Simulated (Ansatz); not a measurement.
**The false plateau in GW convergence: ZnSnN2 (Pna2_1)**

Wanted: the G0W0 gap of ZnSnN2 (Pna2_1) over a grid of bands and cutoffs.

Program: Ansatz 0.2.0. Level of theory: G0W0 on PBE, plane waves, PAW; PAW set soft_1. Results are calculated unless marked as measured.

Report form: the programs' logs are mostly left out.

**1. Set-up**

It takes space group Pna2_1 (No. 33, orthorhombic). Conventional cell: a = 5.854 Å, b = 6.737 Å, c = 5.481 Å, α = 90.00°, β = 90.00°, γ = 90.00°. Nearest to Zn lie 4 N at 2.05 to 2.07 Å. Nearest to Sn lie 4 N at 2.06 to 2.08 Å. Nearest to N lie 2 Zn at 2.05 to 2.07 Å and 2 Sn at 2.07 to 2.08 Å. Nearest to N lie 2 Zn at 2.05 Å and 2 Sn at 2.06 to 2.07 Å. Farther neighbours and most contacts between anions are not listed.

As a file:

```
Zn Sn N
1.0
     5.85427    0.00000    0.00000
     0.00000    6.73745    0.00000
     0.00000    0.00000    5.48058
Zn Sn N
4 4 8
Direct
  0.58306 0.87495 0.99881
  0.41694 0.12505 0.49881
  0.91694 0.37495 0.49881
  0.08306 0.62505 0.99881
  0.58840 0.37506 0.99927
  0.41160 0.62494 0.49927
  0.91160 0.87506 0.49927
  0.08840 0.12494 0.99927
  0.58240 0.37437 0.37835
  0.41760 0.62563 0.87835
  0.91760 0.87437 0.87835
  0.08240 0.12563 0.37835
  0.57972 0.87579 0.37356
  0.42028 0.12421 0.87356
  0.92028 0.37579 0.87356
  0.07972 0.62421 0.37356
```

The cell and positions are those that the Materials Project relaxed with its own functionals (PBE, PBE+U or r2SCAN), kept fixed.

**2. 173 empty bands, screening to 50 eV**

Now the one-shot GW correction: screening in the RPA, then the self-energy of the levels asked for. This step takes PAW set soft_1 files.

File input.yaml:

```yaml
crystal:
  lattice:
    - [5.8542731, 0.0, 0.0]
    - [0.0, 6.7374542, 0.0]
    - [0.0, 0.0, 5.48058331]
  atoms:
    - { symbol: Zn, position: [0.58306262, 0.87494525, 0.99881237] }
    - { symbol: Zn, position: [0.41693738, 0.12505475, 0.49881237] }
    - { symbol: Zn, position: [0.91693738, 0.37494525, 0.49881237] }
    - { symbol: Zn, position: [0.08306262, 0.62505475, 0.99881237] }
    - { symbol: Sn, position: [0.58840042, 0.37506264, 0.9992746] }
    - { symbol: Sn, position: [0.41159958, 0.62493736, 0.4992746] }
    - { symbol: Sn, position: [0.91159958, 0.87506264, 0.4992746] }
    - { symbol: Sn, position: [0.08840042, 0.12493736, 0.9992746] }
    - { symbol: "N", position: [0.58239595, 0.37436694, 0.37835473] }
    - { symbol: "N", position: [0.41760405, 0.62563306, 0.87835473] }
    - { symbol: "N", position: [0.91760405, 0.87436694, 0.87835473] }
    - { symbol: "N", position: [0.08239595, 0.12563306, 0.37835473] }
    - { symbol: "N", position: [0.57971582, 0.87578583, 0.37355931] }
    - { symbol: "N", position: [0.42028418, 0.12421417, 0.87355931] }
    - { symbol: "N", position: [0.92028418, 0.37578583, 0.87355931] }
    - { symbol: "N", position: [0.07971582, 0.62421417, 0.37355931] }
kpoints:
  mp_grid: { grid: [2, 2, 2] }
hamiltonian:
  xc: pbe
  pseudopotentials: { kind: paw, azcp: { folder: soft_1 } }
scf:
  occupations: { method: fixed }
gw:
  n_empty_bands: 173
  ecut_chi: 50
  qp_bands: [v4, c4]
  qp_kpoints: band_edges
  screening: { model: contour_deformation }
```

On the command line:

```sh
$ ansatz run input.yaml --threads 2 --pin off --max-ram 92160MiB --backend cuda --events-out ev --progress --plain --runs-dir out --devices 1 --max-vram 13GiB
```

Elapsed: 12 s, on 1 × NVIDIA H100 80GB HBM3 (shared by 6 runs) with 2 threads of AMD EPYC 7R13 (Zen 3), shared host; peak memory 1.3 GiB.

This step gave:

```
bands summed                                 : 245
RPA ε∞ on this mesh (eigenvalues)            : 580.8, 801.6, 1289
plane waves in the screening matrix          : 171
q-points in the mesh                         : 8
G0W0 gap on the mesh                         : 0.6376 eV
k of the valence top                         : 0, 0, 0
k of the conduction bottom                   : 0, 0, 0
starting gap on the mesh                     : 0.1962 eV
Z at the valence top                         : 0.7219
Z at the conduction bottom                   : 0.7559
least direct G0W0 gap on the computed points : 0.6376 eV
```

The gap on the mesh goes from 0.20 eV to 0.64 eV, a correction of +0.44 eV. Between the two edge states, bare exchange in place of the xc potential would open the gap by 7.75 eV, and correlation takes back 7.31 eV.

**3. 901 empty bands, screening to 50 eV**

Changes to input.yaml since step 2:

```diff
@@ -30,3 +30,3 @@
 gw:
-  n_empty_bands: 173
+  n_empty_bands: 901
   ecut_chi: 50
```

Elapsed: 30 s, on 1 × NVIDIA H100 80GB HBM3 (shared by 6 runs) with 2 threads; peak memory 2.1 GiB; 38 s of CPU time.

Numbers from this step:

```
bands summed                                 : 973
RPA ε∞ on this mesh (eigenvalues)            : 582.4, 803.6, 1293
plane waves in the screening matrix          : 171
G0W0 gap on the mesh                         : 0.5684 eV
k of the valence top                         : 0, 0, 0
k of the conduction bottom                   : 0, 0, 0
starting gap on the mesh                     : 0.1962 eV
least direct G0W0 gap on the computed points : 0.5684 eV
```

Against the run with 2×2×2 mesh, 173 empty bands, screening to 50 eV, PAW set soft_1 files, the gap moves by −0.07 eV.

**4. 490 empty bands, screening to 100 eV**

Bands and screening cutoff are moved together, since each hides the error of the other.

Changes to input.yaml since step 3:

```diff
@@ -30,4 +30,4 @@
 gw:
-  n_empty_bands: 901
-  ecut_chi: 50
+  n_empty_bands: 490
+  ecut_chi: 100
   qp_bands: [v4, c4]
```

Run time: 19 s. Hardware: 1 × NVIDIA H100 80GB HBM3 (shared by 6 runs) with 2 threads; peak memory 1.9 GiB.

The G0W0 gap on the mesh is 0.679 eV.

**5. 2550 empty bands, screening to 100 eV**

Changes to input.yaml since step 4:

```diff
@@ -30,3 +30,3 @@
 gw:
-  n_empty_bands: 490
+  n_empty_bands: 2550
   ecut_chi: 100
```

Elapsed: 4.1 min, on 1 × NVIDIA H100 80GB HBM3 (shared by 6 runs) with 2 threads; peak memory 5.5 GiB; 7.1 min of CPU time.

The G0W0 gap on the mesh is 0.686 eV.

**6. 173 empty bands, screening to 150 eV**

Changes to input.yaml since step 5:

```diff
@@ -30,4 +30,4 @@
 gw:
-  n_empty_bands: 2550
-  ecut_chi: 100
+  n_empty_bands: 173
+  ecut_chi: 150
   qp_bands: [v4, c4]
```

Run time: 12 s. Hardware: 1 × NVIDIA H100 80GB HBM3 (shared by 6 runs) with 2 threads; peak memory 2.3 GiB; 14 s of CPU time.

The G0W0 gap on the mesh is 0.657 eV.

**7. 901 empty bands, screening to 150 eV**

Changes to input.yaml since step 6:

```diff
@@ -30,3 +30,3 @@
 gw:
-  n_empty_bands: 173
+  n_empty_bands: 901
   ecut_chi: 150
```

It took 28 s on 1 × NVIDIA H100 80GB HBM3 (shared by 6 runs) with 2 threads; peak memory 2.9 GiB.

The G0W0 gap on the mesh is 0.709 eV.

**8. 1601 empty bands, screening to 220 eV**

Changes to input.yaml since step 7:

```diff
@@ -30,4 +30,4 @@
 gw:
-  n_empty_bands: 901
-  ecut_chi: 150
+  n_empty_bands: 1601
+  ecut_chi: 220
   qp_bands: [v4, c4]
```

Run time: 58 s. Hardware: 1 × NVIDIA H100 80GB HBM3 (shared by 6 runs) with 2 threads; peak memory 5.9 GiB; 1.7 min of CPU time.

The G0W0 gap on the mesh is 0.718 eV.

**9. 490 empty bands, screening to 300 eV**

Changes to input.yaml since step 8:

```diff
@@ -30,4 +30,4 @@
 gw:
-  n_empty_bands: 1601
-  ecut_chi: 220
+  n_empty_bands: 490
+  ecut_chi: 300
   qp_bands: [v4, c4]
```

Run time: 33 s. Hardware: 1 × NVIDIA H100 80GB HBM3 (shared by 6 runs) with 2 threads; peak memory 9.5 GiB; 55 s of CPU time.

The G0W0 gap on the mesh is 0.671 eV.

**10. The grid**

Start PBE, 2×2×2 mesh. Times are wall times on 1 × NVIDIA H100 80GB HBM3 (shared by 6 runs) with 2 threads of AMD EPYC 7R13 (Zen 3), shared host, good to a factor of about two.

| cutoff (eV) | plane waves at q = 0 | bands summed | gap (eV) | Σc valence (eV) | Σc conduction (eV) | time |
| --- | --- | --- | --- | --- | --- | --- |
| 50 | 171 | 245 | 0.638 | 4.00 | -3.31 | 12 s |
| 50 | 171 | 973 | 0.568 | 3.77 | -3.61 | 30 s |
| 100 | 495 | 562 | 0.679 | 3.74 | -3.53 | 19 s |
| 100 | 495 | 2622 | 0.686 | 3.59 | -3.67 | 4.1 min |
| 150 | 905 | 245 | 0.657 | 4.09 | -3.20 | 12 s |
| 150 | 905 | 973 | 0.709 | 3.56 | -3.68 | 28 s |
| 220 | 1611 | 1673 | 0.718 | 3.43 | -3.81 | 58 s |
| 300 | 2569 | 562 | 0.671 | 3.72 | -3.56 | 33 s |

**11. Results**

| Property | Result |
| --- | --- |
| 245 bands, 50 eV | 0.638 eV |
| 973 bands, 50 eV | 0.568 eV |
| 562 bands, 100 eV | 0.679 eV |
| 2622 bands, 100 eV | 0.686 eV |
| 245 bands, 150 eV | 0.657 eV |
| 973 bands, 150 eV | 0.709 eV |
| 1673 bands, 220 eV | 0.718 eV |
| 562 bands, 300 eV | 0.671 eV |
| estimated limit along the diagonal | 0.73 eV |
| mesh and start | 2×2×2, PBE |

**Reading.** At 50 eV, going from 245 to 973 bands moves the gap by −0.07 eV. At 100 eV, going from 562 to 2622 bands moves the gap by +0.01 eV. At 150 eV, going from 245 to 973 bands moves the gap by +0.05 eV. At 245 bands, raising the cutoff from 50 to 150 eV moves it by +0.02 eV. At 973 bands, raising the cutoff from 50 to 150 eV moves it by +0.14 eV. At 562 bands, raising the cutoff from 100 to 300 eV moves it by −0.01 eV. Along the diagonal, where both rise together, the two highest rungs point to 0.73 eV. Gaps are over the mesh's points; an edge off the mesh would be missed. A low cutoff hides what high bands add, so a band series at one cutoff can look settled before the gap is. The 2×2×2 mesh is coarse for this cell (its supercell is 11 Å along the shortest edge). The RPA ε∞ on it, from the PBE start, is 536.41, 719.45 and 1140.91; such meshes misread the long-range screening, most where the gap is narrow. On this mesh the RPA ε∞ passes 90, more than nearly any semiconductor shows; a coarse mesh does this where one point with a narrow direct gap carries much weight. The screening is then too strong, and the G0W0 gap should not be taken as the material's. A d shell, filled or nearly so, lies near the gap. One-shot GW converges very slowly in bands there, not always from below, and on a semilocal start the gap tends to come out low; starts rich in exact exchange can overshoot instead. The many-body steps are scalar-relativistic: spin-orbit coupling is not in them.

[Paths, hosts, dates, memory and timing lines, banners, echoed tables and standing remarks are left out of the program output.]

[Logs are printed without paths, hosts, clocks, repeated set-up lines and the standing remarks that a program may print on its own settings, such as how far it seeks lower states.]

[Runs of the session that timed out or met a known fault of the program may be left out.]

[Cells called generated may have been cut or substituted from an entry of the Crystallography Open Database or the Materials Project.]

[Hosts, paths, dates, database ids (printed as entryN), source tags and the programs' standing remarks are cut or masked in the printed files.]
